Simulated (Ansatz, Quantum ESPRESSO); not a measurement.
# 1T-PtSe2, 1 layer against a metal electrode: the electrode's level over the Fermi level at a withheld member of a series

How the rows were computed: Quantum ESPRESSO 7.5, PBE, GBRV ultrasoft. The slab is relaxed neutral under PBE-D3(BJ), then held. ESM with bc3: vacuum below and a metal electrode about 6 Å above the top atoms. Fermi-Dirac smearing of 0.004 Ry and a dense mesh. Charges are set per cell from the starting area. The series steps the charge of the slab (positive: electrons removed).

| charge of the slab | electrode's level over the Fermi level (eV) |
| --- | --- |
| 1 ×10¹³ e/cm² | 6.361 |
| 2 ×10¹³ e/cm² | 7.269 |
| 3 ×10¹³ e/cm² | 8.166 |
| 4.5 ×10¹³ e/cm² | 9.505 |
| 7 ×10¹³ e/cm² | 11.736 |
| 8 ×10¹³ e/cm² | 12.629 |

To predict: What is the electrode's level over the Fermi level at 6 ×10¹³ e/cm²?

**Worked estimate.** The rows at 4.5 ×10¹³ e/cm² and 7 ×10¹³ e/cm² give a slope of (11.736 − (9.505))/(7 − (4.5)) = 0.8924, so a straight line gives 10.844 eV. A parabola through these and the row at 3 ×10¹³ e/cm² gives 10.844 eV.

**Check.** 10.844 eV. The line misses by 0.000 and the parabola by 0.000 eV. Both misses are under 5 % of the step from the nearer row.

**Limits.** Vacuum fills the gap; ions don't answer the charge; added electrons can spill towards the electrode at the most negative charges. Charges count on the starting cell, which the relaxation changed by some per cent. Members without a usable value, or on the other side of zero field or charge, are not listed.
